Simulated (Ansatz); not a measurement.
# Quasiparticle gap of KF (Carobbiite)

Wanted: the gap of KF (Carobbiite) with a many-body correction, and the time that it takes.

Main program and level: Ansatz 0.2.0; PBE, then G0W0 on it, plane waves, PAW.

In doubt: masses and optical values from hybrid runs of this build are listed as unsure (in some of the runs), which bears on the screening that GW takes from such a start.

### Step 1. The structure

It takes space group Fm-3m (No. 225, cubic). The conventional cell has a = 5.344 Å, b = 5.344 Å, c = 5.344 Å, α = 90.00°, β = 90.00°, γ = 90.00°. Nearest to K lie 6 F at 2.67 Å. F has 6 K at 2.67 Å nearest. Farther neighbours and most contacts between anions are not listed.

The cell and positions come from the Crystallography Open Database and are kept as given unless a step says otherwise.

### Step 2. The PBE band structure

Levels along a band path and on the mesh show where this functional puts the band edges.

This step: DFT, PBE, plane waves, PAW; PAW set soft_1.

File input.yaml:

```yaml
crystal:
  lattice:
    - [0.0, 2.67185, 2.67185]
    - [2.67185, 0.0, 2.67185]
    - [2.67185, 2.67185, 0.0]
  atoms:
    - { symbol: K, position: [0.0, 0.0, 0.0] }
    - { symbol: F, position: [0.5, 0.5, 0.5] }
kpoints:
  mp_grid: { grid: [8, 8, 8] }
  band_path:
    path:
      - [[0.0, 0.0, 0.0], [0.5, 0.0, 0.5], [0.625, 0.25, 0.625]]
      - [[0.375, 0.375, 0.75], [0.0, 0.0, 0.0], [0.5, 0.5, 0.5], [0.5, 0.25, 0.75], [0.5, 0.0, 0.5]]
    npoints: 10
hamiltonian:
  xc: pbe
  pseudopotentials: { kind: paw, azcp: { folder: soft_1 } }
scf:
  occupations: { method: fermi_dirac, width: 0.02 }
  n_extra_bands: 4
output:
  eigenvalues: true
```

Command:

```sh
$ ansatz run input.yaml --threads 24 --pin off --max-ram 82944MiB --backend cuda --events-out ev --progress --plain --runs-dir out --devices 1 --max-vram 78GiB
```

Numbers of over 12 decimals in the logs are rounded to 6 here.

What it wrote:

```text
scf.n_extra_bands = 4 over 8 filled bands (N_el = 16.0): the run solves 12 bands
GPUs: using 1 of 1 available (devices: 1).
Engine: ansatz 0.2.0, aarch64-unknown-linux-gnu
Pseudopotentials: kind: paw
Pseudopotential: K, paw, valence charge 9, recommended cutoff 420 eV (normal), soft_1/K.paw.azcp
Pseudopotential: F, paw, valence charge 7, recommended cutoff 420 eV (normal), soft_1/F.paw.azcp
Functional definition: PBE
  parameter kappa = 0.804
  parameter beta = 0.066725
  exchange = pbe_x(kappa = kappa, mu = beta*pi^2/3)
  correlation = pbe_c(beta = beta)
device memory: the entry about to start is reckoned to put 0.7 GiB on a device that reports 182.4 GiB free (of which the cap on the GPU budget leaves the run 78.0 GiB)
GPU FFT provider: cuFFT
GPU libraries: cuBLAS 13.8.1, cuFFT 12.4.0, cuSOLVER 12.3.2
GPU matrix products: emulated (plane waves: as basis.precision tells), large ones in fixed point in workspaces of 1.00 GiB
Crystal: 2 atoms, lattice volume = 38.148 Å³
Basis set: ecut = 420 eV, 725 PW (Γ)
Bands: 12, of which v1, the nominal top of the filled ones, is band 8 counted from 1 (7 counted from 0)
Symmetry: 48 space group operations
Space group: Fm-3m (ITA 225), of the structure as read, at distance tolerance 3.4e-5 Å
k-points: 29 of 512
Non-local potential: K, projectors of the file, l = 0: 3, l = 1: 2, l = 2: 2
Non-local potential: F, projectors of the file, l = 0: 2, l = 1: 2, l = 2: 1
PAW form: soft (Blöchl's): semilocal exchange-correlation on the pseudo side does not see the compensation charge
PAW one-centre angular grid: K, 110 points (default); XC on 64 Gauss nodes
PAW one-centre angular grid: F, 110 points (default); XC on 64 Gauss nodes
Initial density: superposition of atomic densities (chi_scale 0.1, normalization cell, long waves kept (reshape's long-wave potential 0.00 eV rms))
Initial wavefunctions: pseudopotential atomic-orbital guess
GPU buffer pool allocated for 19683 grid points (all kernels)
GPU transforms: local potential and band sums: pruned to the plane-wave sphere, on 25×25×25
Functional: x = pbe(κ = 0.804, μ = 0.219515), c = pbe(β = 0.066725)
SCF iter   1: F=—  HF=-2351.883716 eV  |F-HF|=—  |Δ(HF+E_count)|=         —  Δρ=1.97e-1  dr2=1.28e1  ethr=3.10e-3  ⟨swp⟩=6.8  Hψ=2423  notcnv=0
preconditioner: auto → none  [insulator: Δε(μ)=2.264 eV  Ē_g=15.953 eV  σ=0.020 eV  W_gap=1.00  n_scr=14 (ndim 8)  ℏωp=22.5 eV  f_vac=0.000  D(μ)=0.00/eV (n_scr^D=0)  ε∞_Penn≈3.0]
SCF iter   2: F=—  HF=-2348.878973 eV  |F-HF|=—  |Δ(HF+E_count)|=    3.00e0  Δρ=2.74e-2  dr2=3.56e-1  ethr=3.10e-3  ⟨swp⟩=3.2  Hψ=1037  notcnv=0
SCF iter   3: F=—  HF=-2348.803159 eV  |F-HF|=—  |Δ(HF+E_count)|=   7.58e-2  Δρ=9.18e-3  dr2=2.38e-2  ethr=2.23e-3  ⟨swp⟩=2.6  Hψ=556  notcnv=0
SCF iter   4: F=—  HF=-2348.801728 eV  |F-HF|=—  |Δ(HF+E_count)|=   1.43e-3  Δρ=3.09e-3  dr2=3.18e-3  ethr=1.49e-4  ⟨swp⟩=2.7  Hψ=579  notcnv=0
SCF iter   5: F=—  HF=-2348.800911 eV  |F-HF|=—  |Δ(HF+E_count)|=   8.16e-4  Δρ=1.23e-3  dr2=6.20e-4  ethr=1.99e-5  ⟨swp⟩=2.8  Hψ=526  notcnv=0
SCF iter   6: F=—  HF=-2348.800759 eV  |F-HF|=—  |Δ(HF+E_count)|=   1.52e-4  Δρ=3.99e-4  dr2=6.91e-5  ethr=3.87e-6  ⟨swp⟩=2.0  Hψ=399  notcnv=0
SCF iter   7: F=—  HF=-2348.800742 eV  |F-HF|=—  |Δ(HF+E_count)|=   1.77e-5  Δρ=2.80e-5  dr2=4.73e-7  ethr=4.32e-7  ⟨swp⟩=2.0  Hψ=476  notcnv=0
SCF iter   8: F=-2348.800741 eV  HF=-2348.800741 eV  |F-HF|=2.47e-8  |Δ(HF+E_count)|=   6.64e-8  Δρ=8.84e-6  dr2=3.05e-8  ethr=6.25e-10  ⟨swp⟩=3.8  Hψ=1418  notcnv=0
SCF 1 converged in 8 iterations: F = -2348.800741 eV  dr2 = 3.05e-8
  greatest PAW one-centre occupation: 0.988 electrons in one spin orbital (limit 2), on the K atom at site 0 (counted from 0), in its partial waves of l = 0
device memory: the entry about to start is reckoned to put 0.7 GiB on a device that reports 180.6 GiB free (of which the cap on the GPU budget leaves the run 78.0 GiB)
NSCF: frozen V_eff on 62 k-points, pencils in batches of 32, up to order 56
SCF converged after 8 iterations
Free energy (F): -2348.800741 eV
Harris-Foulkes:  -2348.800741 eV  (|F-HF|=2.47e-8)
Internal energy: -2348.800741 eV  (E = F + TS)
E sigma→0 (E₀):  -2348.800741 eV
Fermi energy:    4.569067 eV
--- Per-component energies (eV) ---
  E_band       = -125.310044
  E_kinetic    = 454.183313
  E_local      = -1116.489691  (includes V_loc(G=0)·N_el)
  E_nonlocal   = 99.668119
  E_hartree    = 402.680935
  E_xc         = -213.930443
  E_vxc        = -266.065571  (∫ρ·V_xc dr)
  E_paw        = -986.851735  (= ΣΔE_a)
  E_vpaw       = -101.963154  (= ΣTr[D̂ρ^β])
  E_aug_tail   = 0.000699  (compensation charges beyond the density's cutoff)
  E_ewald      = -988.061939
  E_smearing   = -0.000000  (= −TS)
  E_closure    = -0.000000  (closes the sum)
  Σ components = -2348.800741   (vs F -2348.800741, Δ=0.00e0)
--- Band table (eV; the first three rows and the last of 29) ---
  k-point 0: bands = [... 4 lower, -7.9215, 1.4511, 1.4511, 1.4511, 7.6334, 12.1281, 12.1281, 12.1281]
  k-point 1: bands = [... 4 lower, -7.9270, 1.3116, 1.3984, 1.3984, 8.0657, 11.8832, 12.3336, 12.3336]
  k-point 2: bands = [... 4 lower, -7.9400, 1.0159, 1.2740, 1.2740, 9.1437, 11.5450, 12.8407, 12.8407]
  k-point 28: bands = [... 4 lower, -8.0089, 1.0480, 1.2888, 1.2888, 11.1900, 11.1900, 12.6424, 14.7919]
```

Wall time 2.1 s (1 × NVIDIA GB200 (shared by 2 runs) with 24 threads of Arm Neoverse V2, shared host); peak memory 0.98 GiB; 1.8 s of CPU time.

The column dr2 measures how far the density is from self-consistency, as an energy; F and HF (Harris–Foulkes) agree once it is small.

Numbers from this step:

```yaml
filled_bands: 8
gap: 6.182 eV
valence_top_at: Γ
conduction_bottom_at: Γ
least_direct_gap: 6.182 eV
```

Over mesh and path the gap is 6.182 eV, direct, at k = Γ.

The electronic bands at the labelled points (eV, zero at the top of the highest nominally filled band; v1 is the highest filled band, c1 the lowest empty one):

| point | v4 | v3 | v2 | v1 | c1 | c2 | c3 | c4 |
| --- | --- | --- | --- | --- | --- | --- | --- | --- |
| Γ | -9.37 | 0.00 | 0.00 | 0.00 | 6.18 | 10.68 | 10.68 | 10.68 |
| halfway | -9.48 | -0.48 | -0.05 | -0.05 | 7.99 | 9.18 | 12.11 | 12.11 |
| X | -9.58 | -0.21 | -0.06 | -0.06 | 8.22 | 10.31 | 11.81 | 13.50 |
| halfway | -9.57 | -0.21 | -0.14 | -0.10 | 8.43 | 10.54 | 11.41 | 13.51 |
| U | -9.52 | -0.34 | -0.19 | -0.19 | 8.96 | 10.73 | 11.07 | 13.50 |
| jump to K | -9.52 | -0.34 | -0.19 | -0.19 | 8.96 | 10.73 | 11.07 | 13.50 |
| halfway | -9.38 | -0.54 | -0.27 | -0.08 | 8.23 | 9.84 | 11.62 | 11.71 |
| Γ | -9.37 | 0.00 | 0.00 | 0.00 | 6.18 | 10.68 | 10.68 | 10.68 |
| halfway | -9.39 | -0.44 | -0.18 | -0.18 | 7.69 | 10.09 | 11.39 | 11.39 |
| L | -9.41 | -0.79 | -0.35 | -0.35 | 9.08 | 10.61 | 12.04 | 12.04 |
| halfway | -9.45 | -0.57 | -0.28 | -0.25 | 9.41 | 10.10 | 11.66 | 12.66 |
| W | -9.46 | -0.40 | -0.16 | -0.16 | 9.74 | 9.74 | 11.19 | 13.34 |
| halfway | -9.52 | -0.23 | -0.20 | -0.09 | 8.65 | 10.71 | 11.05 | 13.48 |
| X | -9.58 | -0.21 | -0.06 | -0.06 | 8.22 | 10.31 | 11.81 | 13.50 |

The electronic bands as a text plot (rows in eV, shown from -8.0 to 10.7 only):

```
   10.3 |++++       ++++   ++    +++++++++++++++++++++++   ++ +++
    9.5 |    +++ +++       ++++++                  +++++++++
    8.7 |       ++++   ++++    +              +++++         +++
    8.0 |      +    +++         ++          ++                 ++
    7.2 |   +++                   ++      ++
    6.4 |+++                        ++++++
    5.6 |
    4.8 |
    4.1 |
    3.3 |
    2.5 |
    1.7 |
    0.9 |
    0.2 |************************************           *********
   -0.6 |   *********    ***********       *******************
   -1.4 |
   -2.2 |
   -2.9 |
   -3.7 |
   -4.5 |
   -5.3 |
   -6.1 |
   -6.8 |
   -7.6 |
         Γ           X  U|K            Γ         L        W     X
```

### Step 3. One-shot GW

G0W0 replaces the xc potential by a self-energy built once from the orbitals of the start. Levels are corrected in the window of bands that the input names, at points of the mesh.

This step: G0W0 on PBE, plane waves, PAW; PAW set soft_1.

input.yaml, the sections that differ from step 2:

```yaml
kpoints:
  mp_grid: { grid: [6, 6, 6] }
scf:
  occupations: { method: fixed }
gw:
  n_empty_bands: 245
  ecut_chi: 200.0
  qp_bands: [v2, c2]
  qp_kpoints: band_edges
  screening: { model: contour_deformation }
# crystal, hamiltonian: as in step 2
# output: removed
```

What it wrote:

```text
GPUs: using 1 of 1 available (devices: 1).
[...]
Crystal: 2 atoms, lattice volume = 38.148 Å³
Basis set: ecut = 420 eV, 725 PW (Γ)
Bands: 12, of which v1, the nominal top of the filled ones, is band 8 counted from 1 (7 counted from 0)
[... 1 set-up line as in the run before ...]
[...]
k-points: 16 of 216
[...]
SCF iter   1: F=—  HF=-2351.883760 eV  |F-HF|=—  |Δ(HF+E_count)|=         —  Δρ=1.97e-1  dr2=1.28e1  ethr=3.10e-3  ⟨swp⟩=4.0  Hψ=1092  notcnv=0  defer=19
[...]
SCF iter   9: F=-2348.800704 eV  HF=-2348.800704 eV  |F-HF|=1.64e-9  |Δ(HF+E_count)|=   9.25e-8  Δρ=2.25e-6  dr2=1.90e-9  ethr=6.25e-10  ⟨swp⟩=4.2  Hψ=837  notcnv=0
SCF 1 converged in 9 iterations: F = -2348.800704 eV  dr2 = 1.90e-9
[...]
NSCF: frozen V_eff on 16 k-points, pencils in batches of 32, up to order 48
the band table was solved once the SCF had ended and its energy, with any forces and stress, was formed, with the checks that follow a solve (1185 applications of the Hamiltonian). They found nothing against the state; the energy, forces and stress were not computed again (output.eigenvalues in the input reference)
[...]
NSCF: frozen V_eff on 16 k-points
G₀W₀ screening: q 1/16
[... further progress lines ...]
[...]
SCF converged after 9 iterations
Free energy (F): -2348.800704 eV
[...]
Internal energy: -2348.800704 eV  (E = F + TS)
E sigma→0 (E₀):  -2348.800704 eV
Fermi energy:    1.451312 eV
[...]
1    10     11.7506    -5.0473    -3.4788   -10.5893  0.8813    13.8427    13.8138  root
     2     7      1.1885   -30.1006     5.2623   -22.3105  0.7836    -1.4269    -1.3393  root
     2     8      1.1885   -30.1006     5.2623   -22.3105  0.7836    -1.4269    -1.3393  root
     2     9      9.9263    -6.8284    -2.9474   -11.1303  0.8769    11.2914    11.2808  root
     2    10     11.5392    -4.9225    -3.3486    -9.9386  0.8814    13.2253    13.2066  root
     3     7      1.1045   -29.8964     5.2573   -22.1004  0.7833    -1.5239    -1.4342  root
     3     8      1.1045   -29.8964     5.2573   -22.1004  0.7833    -1.5239    -1.4342  root
     3     9     10.5312    -7.2715    -2.9959   -11.9940  0.8717    12.2764    12.2578  root
     3    10     12.0604    -4.6993    -3.2756    -9.1056  0.8806    13.2002    13.1912  root
     4     7      1.4224   -30.6836     5.2676   -22.9161  0.7845    -1.1595    -1.0775  root
     4     8      1.4224   -30.6836     5.2676   -22.9161  0.7845    -1.1595    -1.0775  root
     4     9      8.5514    -5.5920    -2.9698    -9.6740  0.8873     9.6699     9.6637  root
     4    10     11.2675    -4.5719    -3.4236    -9.9644  0.8850    13.2613    13.2364  root
     5     7      1.2822   -30.2793     5.2377   -22.5212  0.7846    -1.3235    -1.2383  root
     5     8      1.3278   -30.4364     5.2516   -22.6708  0.7844    -1.2704    -1.1862  root
     5     9      9.7926    -6.1714    -3.0240   -10.4659  0.8810    11.0722    11.0631  root
     5    10     10.8959    -4.5758    -3.3195    -9.6865  0.8851    12.7072    12.6871  root
     6     7      1.1504   -29.9772     5.2247   -22.2132  0.7843    -1.4773    -1.3888  root
     6     8      1.1783   -30.0834     5.2499   -22.3012  0.7838    -1.4418    -1.3539  root
     6     9     10.6764    -6.6217    -3.0787   -11.4129  0.8745    12.4074    12.3889  root
     6    10     11.5543    -5.0497    -3.2918    -9.7882  0.8805    13.0152    13.0010  root
     7     7      1.1210   -29.9640     5.2633   -22.1634  0.7832    -1.5057    -1.4163  root
     7     8      1.2553   -30.1747     5.2028   -22.4421  0.7853    -1.3602    -1.2744  root
     7     9     10.5636    -6.6771    -3.0470   -11.2586  0.8751    12.1127    12.0980  root
     7    10     11.4750    -5.1353    -3.3055   -10.0600  0.8801    13.1119    13.0942  root
     8     7      1.2100   -30.1787     5.2749   -22.3801  0.7834    -1.4008    -1.3137  root
     8     8      1.3829   -30.5279     5.2366   -22.7826  0.7850    -1.2087    -1.1258  root
     8     9      9.3433    -6.1575    -2.9731   -10.3306  0.8824    10.5511    10.5433  root
     8    10     11.3443    -4.9833    -3.3653   -10.2420  0.8818    13.2613    13.2377  root
     9     7      1.3952   -30.6138     5.2411   -22.8628  0.7850    -1.1975    -1.1147  root
     9     8      1.3952   -30.6138     5.2411   -22.8628  0.7850    -1.1975    -1.1147  root
     9     9     10.1112    -4.0477    -3.2418    -8.9749  0.8896    11.8130    11.7965  root
     9    10     10.4169    -5.7196    -3.1814   -10.2824  0.8820    11.8096    11.7982  root
    10     7      1.2729   -30.2550     5.2030   -22.5211  0.7854    -1.3438    -1.2581  root
    10     8      1.3238   -30.4510     5.2378   -22.6937  0.7848    -1.2802    -1.1957  root
    10     9     10.1357    -4.4118    -3.2025    -9.2779  0.8875    11.8155    11.7993  root
    10    10     11.5857    -6.0523    -3.3304   -11.0533  0.8773    13.2750    13.2563  root
    11     7      1.1888   -30.1371     5.2493   -22.3547  0.7839    -1.4319    -1.3442  root
    11     8      1.2739   -30.1613     5.1349   -22.4853  0.7870    -1.3528    -1.2673  root
    11     9     10.7550    -5.5303    -3.1820   -10.3738  0.8799    12.4340    12.4166  root
[...]
13     7      1.1815   -30.1033     5.2484   -22.3212  0.7839    -1.4401    -1.3522  root
    13     8      1.3396   -30.3830     5.1946   -22.6664  0.7858    -1.2663    -1.1825  root
    13     9     10.7359    -4.8112    -3.2576    -9.8111  0.8838    12.4972    12.4783  root
    13    10     10.8536    -6.1554    -3.1488   -10.7453  0.8774    12.3078    12.2947  root
    14     7      1.2229   -30.1242     5.1918   -22.3945  0.7854    -1.4018    -1.3150  root
    14     8      1.2432   -30.1367     5.1702   -22.4281  0.7860    -1.3814    -1.2952  root
    14     9     11.0243    -5.9584    -3.1884   -10.8757  0.8766    12.7729    12.7533  root
    14    10     11.3561    -5.2708    -3.2853   -10.2208  0.8793    13.0394    13.0208  root
    15     7      1.2594   -30.1333     5.1154   -22.4698  0.7874    -1.3746    -1.2887  root
    15     8      1.3334   -30.3738     5.1803   -22.6669  0.7861    -1.2774    -1.1933  root
    15     9     10.4060    -4.6988    -3.2128    -9.5948  0.8852    12.1063    12.0892  root
    15    10     12.0721    -5.9538    -3.3213   -10.9959  0.8720    13.8153    13.7929  root
```

Wall time 5.9 s (1 × NVIDIA GB200 (shared by 2 runs) with 24 threads); peak memory 1.3 GiB.

Numbers from this step:

```yaml
bands_summed: 253
rpa_eps_infinity_on_this_mesh_eigenvalues: 1.899, 1.899, 1.899
plane_waves_in_the_screening_matrix: 259
q_points_in_the_mesh: 216
g0w0_gap_over_the_corrected_points: 9.690 eV
k_of_the_valence_top: 0, 0, 0
k_of_the_conduction_bottom: 0, 0, 0
starting_gap_on_the_mesh: 6.182 eV
z_at_the_valence_top: 0.7841
z_at_the_conduction_bottom: 0.8927
least_direct_g0w0_gap_over_the_corrected_points: 9.690 eV
```

Over all 16 irreducible mesh points the G0W0 gap is 9.690 eV, direct, at k = Γ. The PBE gap of this run on the mesh is 6.182 eV. The two states that bound the G0W0 gap lie that far apart at the start, so the correction of the gap is 9.690 − 6.182 = +3.508 eV. The start of this run differs from the step before in mesh (8×8×8 and 6×6×6).

Labels follow the order of the start: v1 is the top filled band, c1 the lowest empty one; levels that stay degenerate share a row, the window can cut a multiplet, doubted levels are not marked in this list, bands outside the window were not corrected, and the list may be a part of the corrected levels. The levels before and after the correction (eV, zero at the valence-band top of each column):

|  | conduction bottom | valence top |
| --- | --- | --- |
| Kohn-Sham | 6.18 | 0.00 |
| G0W0 | 9.69 | 0.00 |

|  | level | occupation | energy (eV) |
| --- | --- | --- | --- |
| Kohn-Sham | Γ v2-v1 | 2 | 0.000 |
| Kohn-Sham | Γ c1 | 0 | 6.182 |
| Kohn-Sham | Γ c2 | 0 | 10.677 |
| G0W0 | Γ v2-v1 | 2 | 0.000 |
| G0W0 | Γ c1 | 0 | 9.690 |
| G0W0 | Γ c2 | 0 | 15.480 |

The parts of the quasiparticle energy for the two states that bound the G0W0 gap, in eV on the run's own scale (QP = start + Σx + Σc − Vxc, with Σc at the quasiparticle energy):

| edge | k | band | start | Σx | Σc | Vxc | Z | QP |
| --- | --- | --- | --- | --- | --- | --- | --- | --- |
| valence top | Γ | 7 | 1.451 | −30.785 | 5.288 | −23.005 | 0.784 | −1.041 |
| conduction bottom | Γ | 9 | 7.633 | −4.872 | −2.976 | −8.863 | 0.893 | 8.649 |

### Step 4. Side by side

Each gap is the least one over the points named; times are wall times on shared hosts, not benchmarks. A G0W0 time includes the run's own self-consistent start. Rows marked * are further runs, not shown as steps, whose inputs differ from the G0W0 step on the same start in the columns given; solver thresholds can differ too.

| level | mesh | files, cutoff | bands summed, screening | points | gap (eV) | valence top | conduction bottom | least direct gap (eV) | time |
| --- | --- | --- | --- | --- | --- | --- | --- | --- | --- |
| PBE | 8×8×8 | soft_1 PAW, 420 eV | - | mesh and path | 6.182 | Γ | Γ | 6.182 | 2.1 s |
| G0W0@PBE* | 6×6×6 | soft_1 PAW, 420 eV | 48, 60 eV | all 16 irreducible mesh points | 9.631 | Γ | Γ | 9.631 | 3.9 s |
| G0W0@PBE* | 6×6×6 | soft_1 PAW, 420 eV | 121, 120 eV | all 16 irreducible mesh points | 9.556 | Γ | Γ | 9.556 | 4.2 s |
| G0W0@PBE | 6×6×6 | soft_1 PAW, 420 eV | 253, 200 eV | all 16 irreducible mesh points | 9.690 | Γ | Γ | 9.690 | 5.9 s |
| G0W0@PBE* | 4×4×4 | soft_1 PAW, 420 eV | 121, 120 eV | all 8 irreducible mesh points | 9.567 | Γ | Γ | 9.567 | 2.7 s |
| G0W0@PBE* | 6×6×6 | soft_1 PAW, 420 eV | 121, 120 eV, plasmon pole | all 16 irreducible mesh points | 9.599 | Γ | Γ | 9.599 | 4.6 s |

### Step 5. Results

```json
{"PBE gap over mesh and path": "6.182 eV, direct, at k = Γ", "G0W0@PBE gap over all 16 irreducible mesh points": "9.690 eV, direct, at k = Γ", "GW settings": "6×6×6 mesh, 245 empty bands, screening to 200 eV, PAW set soft_1 files", "known limits": "finite bands, screening cutoff and k mesh; no spin-orbit coupling in G0W0"}
```

Over all 16 irreducible mesh points the G0W0 gap is 9.690 eV, direct, at k = Γ. The PBE gap of this run on the mesh is 6.182 eV. The two states that bound the G0W0 gap lie that far apart at the start, so the correction of the gap is 9.690 − 6.182 = +3.508 eV. The valence state moves by −1.041 − 1.451 = −2.492 eV and the conduction state by 8.649 − 7.633 = +1.016 eV, on the run's own scale; with 48 bands the edge states move by −2.367 and +1.082 eV, so the split between the edges depends on the bands and cutoff. Both edges that PBE shows over mesh and path lie at k points where levels were corrected. Levels at other points were not corrected, so a lower G0W0 gap elsewhere in the zone is not ruled out. From 48 bands and 60 eV to 253 bands and 200 eV the gap moves by 9.690 − 9.631 = +0.059 eV (rung by rung 9.631, 9.556, 9.690 eV); bands and screening cutoff rise together, so their parts are not told apart. The gap turns back along the series (9.631, 9.556, 9.690 eV), so no line is drawn and the limit is not known. With the 4×4×4 mesh in place of the 6×6×6 mesh and all else as in the G0W0@PBE row with 121 bands, the gap differs by 9.567 − 9.556 = +0.011 eV, and that of the start by 6.182 − 6.182 = +0.000 eV. With the plasmon pole model in place of the contour deformation model and all else as in the G0W0@PBE row with 121 bands, the gap differs by 9.599 − 9.556 = +0.043 eV. G0W0 on other starts in this series, not shown as steps and not all at these settings: 10.453 eV on HSE06 (6×6×6, soft_1 PAW, 121 bands, 120 eV) and 9.556 eV on LDA (6×6×6, soft_1 PAW, 121 bands, 120 eV). The G0W0 runs are scalar-relativistic. G0W0@PBE runs of this series with other atomic data on the same mesh, not shown as steps, give 9.558 eV (hard PAW, 1050 eV, 121 bands, screening to 120 eV; the table's row with the same empty bands and screening cutoff has 9.556 eV); where bands and cutoffs differ too, the part of the files is not isolated.

[Paths, hosts, dates, memory and timing lines, banners, echoed tables and standing remarks are left out of the program output.]

[Logs are printed without paths, hosts, clocks, repeated set-up lines and the standing remarks that a program may print on its own settings, such as how far it seeks lower states.]

[Runs of the session that timed out or met a known fault of the program may be left out.]

[Cells called generated may have been cut or substituted from an entry of the Crystallography Open Database or the Materials Project.]

[Hosts, paths, dates, database ids (printed as entryN), source tags and the programs' standing remarks are cut or masked in the printed files.]

[Where an RPA ε∞ is given, it is that of the G0W0 mesh and is not shown converged in it. Names of k-points follow the symmetry that the program found, which can be lower than the space group named. Band edges on a path are those of the sampled points; other points can move an edge, and change direct to indirect where valleys lie close.]

[Hybrid gaps are those of their k-mesh and are not shown converged in it.]
